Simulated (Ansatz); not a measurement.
## CH on Ti(0001), ontop start, 2x2 cell: work function, bands and core levels: cost of one run

Ansatz 0.2.0; DFT, PBE, plane-wave PAW, default files, scalar-relativistic. The cell holds 18 atoms.

Input file input.yaml:

```yaml
crystal:
  lattice:
    - [5.88, 0.0, 0.0]
    - [2.94, 5.0922293743, 0.0]
    - [0.0, 0.0, 25.025]
  atoms:
    - { symbol: H, position: [0.000662675, 0.0, 0.7002997] }
    - { symbol: C, position: [0.001684527, 0.0, 0.656343656] }
    - { symbol: Ti, position: [0.0, 0.0, 0.578421578] }
[... 9 atom lines left out ...]
    - { symbol: Ti, position: [0.0, 0.5, 0.392607393] }
    - { symbol: Ti, position: [0.5, 0.5, 0.392607393] }
    - { symbol: Ti, position: [0.833333333, 0.333333333, 0.2997003] }
    - { symbol: Ti, position: [0.333333333, 0.333333333, 0.2997003] }
    - { symbol: Ti, position: [0.833333333, 0.833333333, 0.2997003] }
    - { symbol: Ti, position: [0.333333333, 0.833333333, 0.2997003] }
kpoints:
  mp_grid: { grid: [6, 6, 1] }
scf:
  occupations: { method: fermi_dirac, width: 0.05 }
  n_extra_bands: 14
hamiltonian:
  xc: pbe
  pseudopotentials: { kind: paw }
output:
  forces: true
  write_potential: true
  volumetric_format: []
efield:
  axis: 3
  dipole_correction: true
relax:
  f_tol: 0.03
  max_steps: 45
  constraints: [{ sites: [10, 11, 12, 13, 14, 15, 16, 17] }]
```

Command:

```bash
> ansatz run input.yaml --threads 8 --pin off --max-ram 20480MiB --backend cpu --events-out ev --progress --plain --runs-dir out
```

The cutoff in use is 420 eV. For reference, a run of the same kind (4 atoms, 37 k-points, 36 bands and 3,169 plane waves; 29 SCF cycles) took 14 s and 0.71 GiB on the same hardware.

**Question.** How long does this run take on 8 threads of Arm Neoverse V1, shared host, and how much memory does it need?

A cutoff of 420 eV is a sphere of radius 10.5 Å⁻¹, so a cell of 749 Å³ holds about V·G³/6π² = 14,644 plane waves. At two electrons a band, the 197 electrons need 99 bands, and 14 more are carried. Symmetry cuts the 6×6×1 mesh from 36 to 20 points. The run has 20 k-points, 113 bands and 14,567 plane waves. Taking the work of a cycle as k-points × spins × bands × plane waves, that is 7.8 times the reference, or 1.8 min at the reference's 29 cycles. The run needed 106 SCF cycles over 16 ionic steps, which makes it about 6.4 min. One copy of the wavefunctions takes 0.49 GiB at 16 bytes a coefficient, against 0.063 GiB in the reference; grids, projectors and work arrays come on top. Measured: about 7.8 min, with a peak of 3.7 GiB. The estimate holds within 25 %.

[Logs are printed without paths, hosts, clocks, repeated set-up lines and the standing remarks that a program may print on its own settings, such as how far it seeks lower states.]

[Hosts, paths, dates, database ids (printed as entryN), source tags and the programs' standing remarks are cut or masked in the printed files.]

[Maps of the electrostatic potential energy from Ansatz leave out the sawtooth potential of an applied field or a dipole correction, so their vacuum need not be flat; work functions include it.]
